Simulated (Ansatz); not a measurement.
# Lattice dynamics of Nb(110) slab, 5 layers

Aim: the vibrations of Nb(110) slab, 5 layers, their spectra, and whether the structure is stable.

Program: Ansatz 0.2.0. Level of theory: DFT PBEsol, scalar-relativistic, plane waves, PAW. Results are calculated unless marked as measured.

### Step 1. The starting structure

The cell holds 5 atoms: 5 Nb. Its edges and angles: a = 2.858 Å, b = 2.858 Å, c = 22.334 Å, α = 90.0°, β = 90.0°, γ = 70.5°. Vacuum lies along c.

### Step 2. Coarse relaxation

The start is far from rest, so a relaxation with loose tolerances brings it close first.

The program solves this slab on a cell height of its own, 42.5 Å, in place of the one typed.

The input, input.yaml:

```yaml
crystal:
  lattice:
    - [1.65, 2.33345, 0.0]
    - [-1.65, 2.33345, 0.0]
    - [0.0, 0.0, 22.33381]
  atoms:
    - { symbol: Nb, position: [0.0, 0.0, 0.291039] }
    - { symbol: Nb, position: [0.5, 0.5, 0.395519] }
    - { symbol: Nb, position: [0.0, 0.0, 0.5] }
    - { symbol: Nb, position: [0.5, 0.5, 0.604481] }
    - { symbol: Nb, position: [0.0, 0.0, 0.708961] }
  periodic: [true, true, false]
kpoints:
  mp_grid: { grid: [8, 8, 1] }
hamiltonian:
  xc: pbesol
scf:
  occupations: { method: gaussian, width: 0.1 }
output:
  forces: true
  stress: true
  eigenvalues: true
relax:
  adjacent_minimum: "off"
  f_tol: 0.05
  max_steps: 80
  cell: { stress_2d_tol: 0.02 }
```

Run with:

```
$ ansatz run input.yaml --threads 8 --pin off --max-ram 14336MiB --backend cpu --events-out ev --progress --plain --runs-dir out
```

Numbers of over 12 decimals in the logs are rounded to 6 here.

What it wrote:

```text
[...]
cell:  # Å, volume = 302.0478 Å³
    - [1.622268, 2.192126, 0.0]
    - [-1.622268, 2.192126, 0.0]
    - [0.0, 0.0, 42.46758108564]
  atoms:
    - { symbol: Nb, position: [0, 0, 0.150760] }
    - { symbol: Nb, position: [0.5, 0.5, 0.206069] }
    - { symbol: Nb, position: [0, 0, 0.262951] }
    - { symbol: Nb, position: [0.5, 0.5, 0.319833] }
    - { symbol: Nb, position: [0, 0, 0.375142] }
[key lines of the parts left out:]
SCF converged after 7 iterations
Free energy (F): -22475.260440 eV
Fermi energy:    -4.644096 eV
P = ½ c Tr σ = -0.0078 N/m
```

It took 25 s on 8 threads of Arm Neoverse V2, shared host; peak memory 1.1 GiB.

Relaxation path:

```csv
step,energy less that of the first step (eV),largest force component (eV/Å),volume (Å³)
1,0.0000,0.5538,327.02
2,-0.0208,1.1564,299.18
3,-0.2475,0.1007,310.02
4,-0.2661,0.1510,309.52
5,-0.2915,0.1254,303.44
6,-0.2966,0.0679,301.68
7,-0.2972,0.0184,302.11
8,-0.2973,0.0023,302.05
9,-0.2973,0.0003,302.05
10,-0.2973,0.0002,302.05
11*,-0.2965,0.0001,302.05
```

Relaxation steps marked * repeat the geometry before them on a plane-wave basis chosen anew for their cell, so energy and pressure can jump there.

Forces are held to the 8 operations that the run works with; a distortion that breaks them can't arise in this run.

```csv
cell as run,before,after,change
a (Å),2.858,2.727,-4.6 %
b (Å),2.858,2.727,-4.6 %
γ (°),70.53,73.01,+3.5 %
```

The atoms that moved most (Å, along periodic axes as changes of fractional coordinates times the final cell, across vacuum about the mean position):

```csv
atom,dx,dy,dz,length
Nb1,0.000,0.000,-0.098,0.098
Nb5,0.000,0.000,0.098,0.098
Nb2,0.000,0.000,-0.082,0.082
Nb4,0.000,0.000,0.082,0.082
```

The relaxed structure:

```xyz
5
Lattice="1.6223 2.1921 0.0000 -1.6223 2.1921 0.0000 0.0000 0.0000 42.4676" Properties=species:S:1:pos:R:3
Nb    0.0000    0.0000    6.4024
Nb    0.0000    2.1921    8.7513
Nb    0.0000    0.0000   11.1669
Nb    0.0000    2.1921   13.5825
Nb    0.0000    0.0000   15.9314
```

Numbers from this step:

| Quantity | Value |
| --- | --- |
| gap on the k-mesh | 0 eV |
| area per atom | 1.422 Å² |

The relaxation ends with a largest force component of 1.0e-4 eV/Å.

### Step 3. Bringing the structure to rest

The cell and atoms are relaxed, since residual forces and stress would shift the frequencies.

The input, input.yaml:

```yaml
crystal:
  lattice:
    - [1.6222681559, 2.1921260434, 0.0]
    - [-1.6222681559, 2.1921260434, 0.0]
    - [0.0, 0.0, 42.4675810856]
  atoms:
    - { symbol: Nb, position: [0.0, 0.0, 0.1507604495] }
    - { symbol: Nb, position: [0.5, 0.5, 0.2060693189] }
    - { symbol: Nb, position: [0.0, 0.0, 0.2629512846] }
    - { symbol: Nb, position: [0.5, 0.5, 0.3198332503] }
    - { symbol: Nb, position: [0.0, 0.0, 0.3751421197] }
  periodic: [true, true, false]
kpoints:
  mp_grid: { grid: [12, 12, 1] }
hamiltonian:
  xc: pbesol
scf:
  occupations: { method: gaussian, width: 0.1 }
output:
  forces: true
  stress: true
  eigenvalues: true
  write_density: true
  write_potential: true
  elf: true
  volumetric_format: npy
relax:
  adjacent_minimum: "off"
  f_tol: 0.005
  max_steps: 80
  cell: { stress_2d_tol: 0.02 }
```

What it wrote:

```text
[...]
Crystal: 5 atoms, lattice volume = 302.048 Å³
Basis set: ecut = 420 eV, 5983 PW (Γ), exchange–correlation on 40×40×576 points (8 copies of the dense FFT grid, shifted against one another)
Bands: 39, of which v1, the nominal top of the filled ones, is band 33 counted from 1 (32 counted from 0)
Symmetry: 8 space group operations
[...]
k-points: 43 of 144
[...]
SCF iter   1: F=—  HF=-22475.348806 eV  |F-HF|=—  |Δ(HF+E_count)|=         —  Δρ=8.63e-3  dr2=5.48e0  ethr=1.77e-3  ⟨swp⟩=12.2  Hψ=11292  notcnv=0
[...]
SCF iter   9: F=-22475.218778 eV  HF=-22475.218778 eV  |F-HF|=3.09e-9  |Δ(HF+E_count)|=   2.02e-8  Δρ=3.47e-7  dr2=5.67e-10  ethr=7.64e-12  ⟨swp⟩=10.7  Hψ=14298  notcnv=0
SCF 1 converged in 9 iterations: F = -22475.218778 eV  dr2 = 5.67e-10
[...]
relax step   1: F+E_penalty+E_count = -22475.21877792 eV  Δ(F+E_penalty+E_count) = +0.000e0 eV  max|allowed force component| = 3.138e-2 eV/Å  Δτ_max = 0.0000 Å  P = -0.071 N/m  Ω = 302.048 Å³  fix = [c, alpha, beta]  reactions: c +0.000 N/m  (9 SCF iters, dr2 threshold 1.00e-7 eV, accepted)
Crystal: 5 atoms, lattice volume = 301.687 Å³
[...]
SCF iter   6: F=-22475.218811 eV  HF=-22475.218811 eV  |F-HF|=6.91e-8  |Δ(HF+E_count)|=   4.71e-7  Δρ=2.96e-6  dr2=7.98e-8  ethr=2.77e-10  ⟨swp⟩=25.6  Hψ=21935  notcnv=0
SCF 2 converged in 6 iterations: F = -22475.218811 eV  dr2 = 7.98e-8
relax step   2: F+E_penalty+E_count = -22475.21881138 eV  Δ(F+E_penalty+E_count) = -3.345e-5 eV  max|allowed force component| = 6.710e-2 eV/Å  Δτ_max = 0.0085 Å  P = +0.461 N/m  Ω = 301.687 Å³  energy of the carried Pulay correction = +1.416e-5 eV  fix = [c, alpha, beta]  reactions: c +0.000 N/m  (6 SCF iters, dr2 threshold 1.80e-7 eV, accepted)
Crystal: 5 atoms, lattice volume = 301.920 Å³
[...]
SCF iter   6: F=-22475.219477 eV  HF=-22475.219477 eV  |F-HF|=2.20e-8  |Δ(HF+E_count)|=   5.30e-7  Δρ=2.05e-6  dr2=6.72e-8  ethr=4.33e-10  ⟨swp⟩=23.2  Hψ=21059  notcnv=0
SCF 3 converged in 6 iterations: F = -22475.219477 eV  dr2 = 6.72e-8
relax step   3: F+E_penalty+E_count = -22475.21947676 eV  Δ(F+E_penalty+E_count) = -6.654e-4 eV  max|allowed force component| = 2.647e-3 eV/Å  Δτ_max = 0.0056 Å  P = +0.092 N/m  Ω = 301.920 Å³  energy of the carried Pulay correction = +5.012e-6 eV  fix = [c, alpha, beta]  reactions: c +0.000 N/m  (6 SCF iters, dr2 threshold 2.81e-7 eV, accepted)
[...]
relax step   4: F+E_penalty+E_count = -22475.21949921 eV  Δ(F+E_penalty+E_count) = -2.245e-5 eV  max|allowed force component| = 1.224e-3 eV/Å  Δτ_max = 0.0026 Å  P = +0.082 N/m  Ω = 302.036 Å³  energy of the carried Pulay correction = +4.685e-7 eV  fix = [c, alpha, beta]  reactions: c +0.000 N/m  (6 SCF iters, dr2 threshold 8.19e-9 eV, accepted)
[...]
relax step   5: F+E_penalty+E_count = -22475.21950968 eV  Δ(F+E_penalty+E_count) = -1.047e-5 eV  max|allowed force component| = 5.444e-4 eV/Å  Δτ_max = 0.0029 Å  P = -0.009 N/m  Ω = 302.261 Å³  energy of the carried Pulay correction = -8.376e-6 eV  fix = [c, alpha, beta]  reactions: c +0.000 N/m  (6 SCF iters, dr2 threshold 8.57e-9 eV, accepted)
[...]
SCF iter   1: F=—  HF=-22475.219191 eV  |F-HF|=—  |Δ(HF+E_count)|=         —  Δρ=7.77e-6  dr2=1.31e-8  ethr=1.26e-6  ⟨swp⟩=6.0  Hψ=17915  notcnv=0
eigensolver tolerance schedule: the retry pair's looser diagonalisation over-reported the residual by 62544.24 of it (diagonalisation noise at an unbounded share of the residual, at the tolerance the schedule requests for it); recorded, not acted on — ethr = c·dr2/N_el stays at c = 1.0e-1
[...]
SCF iter   2: F=—  HF=-22475.219518 eV  |F-HF|=—  |Δ(HF+E_count)|=   3.27e-4  Δρ=1.83e-6  dr2=6.17e-9  ethr=2.01e-11  ⟨swp⟩=8.0  Hψ=8698  notcnv=0
[...]
SCF iter   7: F=-22475.219518 eV  HF=-22475.219518 eV  |F-HF|=1.13e-10  |Δ(HF+E_count)|=  2.44e-10  Δρ=9.01e-9  dr2=7.26e-13  ethr=1.00e-12  ⟨swp⟩=15.5  Hψ=11772  notcnv=0
SCF 6 converged in 7 iterations: F = -22475.219518 eV  dr2 = 7.26e-13
relax step   6: F+E_penalty+E_count = -22475.21951800 eV  Δ(F+E_penalty+E_count) = -8.323e-6 eV  max|allowed force component| = 5.531e-4 eV/Å  Δτ_max = 0.0000 Å  P = -0.009 N/m  Ω = 302.261 Å³  fix = [c, alpha, beta]  reactions: c +0.000 N/m  stress off target by 1.81e-2 N/m on what of the cell is left free  SCF on the basis re-selected at this cell (its energy is not comparable with the rows above)  (7 SCF iters)
basis re-selected at this cell: Δ(F+E_penalty+E_count) = -8.323e-6 eV, ΔP = -0.000 N/m vs the last step (what re-selecting the basis moved, of the pressure what is left beyond the Pulay correction that the steps carried, after the strain that the cell walked since its last selection, with what the two solves' SCF thresholds leave and, on support functions, any second-order correction that the steps lacked; it is no m [...]
SCF converged after 7 iterations
Free energy (F): -22475.219518 eV
[...]
Internal energy: -22475.188621 eV  (E = F + TS)
E sigma→0 (E₀):  -22475.204069 eV
Entropy (-TS):   -0.030897 eV (-6.179 meV/atom)
Fermi energy:    -4.684249 eV
[...]
--- Forces (eV/Å), atoms counted from 1 ---
  atom   1  Nb     0.00000000     0.00000000     0.00055309
  atom   2  Nb     0.00000000     0.00000000    -0.00033491
  atom   3  Nb     0.00000000     0.00000000     0.00000000
  atom   4  Nb     0.00000000     0.00000000     0.00033491
  atom   5  Nb     0.00000000     0.00000000    -0.00055309
  max |Σ_I F_I| component: 0.00e0 eV/Å
--- 2D stress c σ (N/m, compression-positive) ---
       -0.018106       0.000000       0.000000
        0.000000      -0.000142       0.000000
        0.000000       0.000000       0.000000
  P = ½ c Tr σ = -0.0091 N/m
--- Band table (eV; the first three rows and the last of 43) ---
  k-point 0: bands = [... 29 lower, -5.4387, -5.2048, -5.1692, -4.9334, -4.7805, -3.9727, -3.4761, -3.1859, ... 2 higher]
  k-point 1: bands = [... 29 lower, -5.4957, -5.2039, -5.1231, -5.0718, -4.6566, -4.2506, -3.5953, -3.5250, ... 2 higher]
  k-point 2: bands = [... 29 lower, -5.5483, -5.4867, -5.2129, -4.9566, -4.8361, -4.4218, -4.0440, -3.5542, ... 2 higher]
  k-point 42: bands = [... 29 lower, -5.3731, -4.7427, -3.9115, -2.7781, -2.7413, -2.6769, -2.0614, -2.0051, ... 2 higher]
--- Relaxed structure (5 steps of the walk, 5 accepted, 1 SCFs on fresh bases) ---
[...]
cell:  # Å, volume = 302.2611 Å³
    - [1.618299, 2.199055, 0.0]
    - [-1.618299, 2.199055, 0.0]
    - [0.0, 0.0, 42.4675810856]
  atoms:
    - { symbol: Nb, position: [0, 0, 0.150937] }
    - { symbol: Nb, position: [0.500000, 0.500000, 0.206077] }
    - { symbol: Nb, position: [0, 0, 0.262951] }
    - { symbol: Nb, position: [0.500000, 0.500000, 0.319825] }
    - { symbol: Nb, position: [0, 0, 0.374966] }
```

It took 27 s on 8 threads; peak memory 1.2 GiB; 3.5 min of CPU time.

The steps of the relaxation:

```csv
step,energy less that of the first step (eV),largest force component (eV/Å),volume (Å³)
1,0.0000,0.0314,302.05
2,0.0000,0.0671,301.69
3,-0.0007,0.0026,301.92
4,-0.0007,0.0012,302.04
5,-0.0007,0.0005,302.26
6*,-0.0007,0.0006,302.26
```

Relaxation steps marked * repeat the geometry before them on a plane-wave basis chosen anew for their cell, so energy and pressure can jump there.

The run keeps the 8 symmetry operations that it works with, so distortions that break them were not tested.

```csv
cell as run,before,after,change
a (Å),2.727,2.730,+0.1 %
b (Å),2.727,2.730,+0.1 %
γ (°),73.01,72.70,-0.4 %
```

The relaxed structure:

```xyz
5
Lattice="1.6183 2.1991 0.0000 -1.6183 2.1991 0.0000 0.0000 0.0000 42.4676" Properties=species:S:1:pos:R:3
Nb    0.0000    0.0000    6.4099
Nb    0.0000    2.1991    8.7516
Nb    0.0000    0.0000   11.1669
Nb    0.0000    2.1991   13.5822
Nb    0.0000    0.0000   15.9239
```

This step gave:

```
area per atom : 1.423 Å²
```

ELF in the ac plane at fractional y = 0.000, with atoms of Nb within 0.2 Å of it. It is the smooth field of the valence electrons, not physical close to the nuclei.

Values, 24 rows by 14 columns, each cell a mean:
```
0.00 0.00 0.00 0.00 0.00 0.00 0.00 0.00 0.00 0.00 0.00 0.00 0.00 0.00
0.00 0.00 0.00 0.00 0.00 0.00 0.00 0.00 0.00 0.00 0.00 0.00 0.00 0.00
0.00 0.00 0.00 0.00 0.00 0.00 0.00 0.00 0.00 0.00 0.00 0.00 0.00 0.00
0.00 0.00 0.00 0.00 0.00 0.00 0.00 0.00 0.00 0.00 0.00 0.00 0.00 0.00
0.00 0.00 0.00 0.00 0.00 0.00 0.00 0.00 0.00 0.00 0.00 0.00 0.00 0.00
0.00 0.00 0.00 0.00 0.00 0.00 0.00 0.00 0.00 0.00 0.00 0.00 0.00 0.00
0.00 0.00 0.00 0.00 0.00 0.00 0.00 0.00 0.00 0.00 0.00 0.00 0.00 0.00
0.00 0.00 0.00 0.00 0.00 0.00 0.00 0.00 0.00 0.00 0.00 0.00 0.00 0.00
0.00 0.00 0.00 0.00 0.00 0.00 0.00 0.00 0.00 0.00 0.00 0.00 0.00 0.00
0.00 0.00 0.00 0.00 0.00 0.00 0.00 0.00 0.00 0.00 0.00 0.00 0.00 0.00
0.00 0.00 0.00 0.00 0.00 0.00 0.00 0.00 0.00 0.00 0.00 0.00 0.00 0.00
0.00 0.00 0.00 0.00 0.00 0.00 0.00 0.00 0.00 0.00 0.00 0.00 0.00 0.00
0.00 0.00 0.00 0.00 0.00 0.00 0.00 0.00 0.00 0.00 0.00 0.00 0.00 0.00
0.04 0.05 0.05 0.07 0.09 0.11 0.14 0.14 0.14 0.11 0.09 0.07 0.05 0.05
0.36 0.40 0.44 0.41 0.33 0.25 0.27 0.31 0.27 0.25 0.33 0.41 0.44 0.40
0.47 0.49 0.49 0.45 0.38 0.33 0.35 0.37 0.35 0.33 0.38 0.45 0.49 0.49
0.37 0.36 0.34 0.32 0.32 0.33 0.34 0.34 0.34 0.33 0.32 0.32 0.34 0.36
0.49 0.56 0.63 0.58 0.44 0.29 0.28 0.32 0.28 0.29 0.44 0.58 0.63 0.56
0.40 0.39 0.35 0.31 0.30 0.32 0.36 0.38 0.36 0.32 0.30 0.31 0.35 0.39
0.44 0.42 0.38 0.34 0.32 0.32 0.35 0.37 0.35 0.32 0.32 0.34 0.38 0.42
0.48 0.54 0.61 0.57 0.43 0.28 0.26 0.30 0.26 0.28 0.43 0.57 0.61 0.54
0.06 0.06 0.07 0.09 0.12 0.16 0.21 0.23 0.21 0.16 0.12 0.09 0.07 0.06
0.01 0.01 0.01 0.01 0.01 0.01 0.01 0.01 0.01 0.01 0.01 0.01 0.01 0.01
0.00 0.00 0.00 0.00 0.00 0.00 0.00 0.00 0.00 0.00 0.00 0.00 0.00 0.00
```
Columns run along a (2.7 Å), rows up along c (42.5 Å). Atoms in or near the plane, at fractional coordinates: Nb at (0.00, 0.15), Nb at (0.00, 0.26), Nb at (0.00, 0.37).

Electrostatic potential energy in the ac plane at fractional y = 0.000, with atoms of Nb within 0.2 Å of it. With pseudopotentials it is smooth inside the atoms' cores, unlike the true potential.

Values in eV, 24 rows by 14 columns, each cell a mean:
```
  0   0   0   0   0   0   0   0   0   0   0   0   0   0
  0   0   0   0   0   0   0   0   0   0   0   0   0   0
  0   0   0   0   0   0   0   0   0   0   0   0   0   0
  0   0   0   0   0   0   0   0   0   0   0   0   0   0
  0   0   0   0   0   0   0   0   0   0   0   0   0   0
  0   0   0   0   0   0   0   0   0   0   0   0   0   0
  0   0   0   0   0   0   0   0   0   0   0   0   0   0
  0   0   0   0   0   0   0   0   0   0   0   0   0   0
  0   0   0   0   0   0   0   0   0   0   0   0   0   0
  0   0   0   0   0   0   0   0   0   0   0   0   0   0
  0   0   0   0   0   0   0   0   0   0   0   0   0   0
  0   0   0   0   0   0   0   0   0   0   0   0   0   0
  0   0   0   0   0   0   0   0   0   0   0   0   0   0
 -1  -1  -1  -1   0   0   0   0   0   0   0  -1  -1  -1
-36 -35 -33 -28 -18 -10  -6  -5  -6 -10 -18 -28 -33 -35
-29 -29 -26 -21 -14  -8  -6  -5  -6  -8 -14 -21 -26 -29
 -4  -4  -5  -5  -6  -6  -6  -6  -6  -6  -6  -5  -5  -4
-53 -52 -49 -41 -25 -14  -8  -7  -8 -14 -25 -41 -49 -52
-11 -11 -10  -8  -7  -6  -5  -5  -5  -6  -7  -8 -10 -11
-14 -13 -12  -9  -7  -6  -6  -5  -6  -6  -7  -9 -12 -13
-51 -50 -47 -40 -25 -14  -8  -7  -8 -14 -25 -40 -47 -50
 -2  -2  -2  -2  -1  -1  -1  -1  -1  -1  -1  -2  -2  -2
  0   0   0   0   0   0   0   0   0   0   0   0   0   0
  0   0   0   0   0   0   0   0   0   0   0   0   0   0
```
Columns run along a (2.7 Å; values clipped at the 3rd and 97th percentile), rows up along c (42.5 Å). Atoms in or near the plane, at fractional coordinates: Nb at (0.00, 0.15), Nb at (0.00, 0.26), Nb at (0.00, 0.37).

Valence density in the ac plane at fractional y = 0.000, with atoms of Nb within 0.2 Å of it. It is the smooth field of the valence electrons, not physical close to the nuclei.

Values in e/Å³, 24 rows by 14 columns, each cell a mean:
```
0.0 0.0 0.0 0.0 0.0 0.0 0.0 0.0 0.0 0.0 0.0 0.0 0.0 0.0
0.0 0.0 0.0 0.0 0.0 0.0 0.0 0.0 0.0 0.0 0.0 0.0 0.0 0.0
0.0 0.0 0.0 0.0 0.0 0.0 0.0 0.0 0.0 0.0 0.0 0.0 0.0 0.0
0.0 0.0 0.0 0.0 0.0 0.0 0.0 0.0 0.0 0.0 0.0 0.0 0.0 0.0
0.0 0.0 0.0 0.0 0.0 0.0 0.0 0.0 0.0 0.0 0.0 0.0 0.0 0.0
0.0 0.0 0.0 0.0 0.0 0.0 0.0 0.0 0.0 0.0 0.0 0.0 0.0 0.0
0.0 0.0 0.0 0.0 0.0 0.0 0.0 0.0 0.0 0.0 0.0 0.0 0.0 0.0
0.0 0.0 0.0 0.0 0.0 0.0 0.0 0.0 0.0 0.0 0.0 0.0 0.0 0.0
0.0 0.0 0.0 0.0 0.0 0.0 0.0 0.0 0.0 0.0 0.0 0.0 0.0 0.0
0.0 0.0 0.0 0.0 0.0 0.0 0.0 0.0 0.0 0.0 0.0 0.0 0.0 0.0
0.0 0.0 0.0 0.0 0.0 0.0 0.0 0.0 0.0 0.0 0.0 0.0 0.0 0.0
0.0 0.0 0.0 0.0 0.0 0.0 0.0 0.0 0.0 0.0 0.0 0.0 0.0 0.0
0.0 0.0 0.0 0.0 0.0 0.0 0.0 0.0 0.0 0.0 0.0 0.0 0.0 0.0
0.0 0.0 0.0 0.0 0.0 0.0 0.0 0.0 0.0 0.0 0.0 0.0 0.0 0.0
2.3 2.3 2.0 1.3 0.7 0.3 0.2 0.2 0.2 0.3 0.7 1.3 2.0 2.3
1.9 1.8 1.5 1.0 0.6 0.4 0.3 0.3 0.3 0.4 0.6 1.0 1.5 1.8
0.2 0.2 0.2 0.3 0.3 0.3 0.3 0.3 0.3 0.3 0.3 0.3 0.2 0.2
3.7 3.7 3.2 2.1 1.0 0.5 0.3 0.3 0.3 0.5 1.0 2.1 3.2 3.7
0.5 0.5 0.4 0.3 0.3 0.3 0.3 0.3 0.3 0.3 0.3 0.3 0.4 0.5
0.7 0.6 0.5 0.4 0.3 0.3 0.3 0.3 0.3 0.3 0.3 0.4 0.5 0.6
3.5 3.5 3.1 2.0 1.0 0.5 0.3 0.3 0.3 0.5 1.0 2.0 3.1 3.5
0.0 0.0 0.0 0.0 0.0 0.0 0.0 0.0 0.0 0.0 0.0 0.0 0.0 0.0
0.0 0.0 0.0 0.0 0.0 0.0 0.0 0.0 0.0 0.0 0.0 0.0 0.0 0.0
0.0 0.0 0.0 0.0 0.0 0.0 0.0 0.0 0.0 0.0 0.0 0.0 0.0 0.0
```
Columns run along a (2.7 Å), rows up along c (42.5 Å). Atoms in or near the plane, at fractional coordinates: Nb at (0.00, 0.15), Nb at (0.00, 0.26), Nb at (0.00, 0.37).

(Continued in part 2 of 2.)

[Logs are printed without paths, hosts, clocks, repeated set-up lines and the standing remarks that a program may print on its own settings, such as how far it seeks lower states.]

[Hosts, paths, dates, database ids (printed as entryN), source tags and the programs' standing remarks are cut or masked in the printed files.]
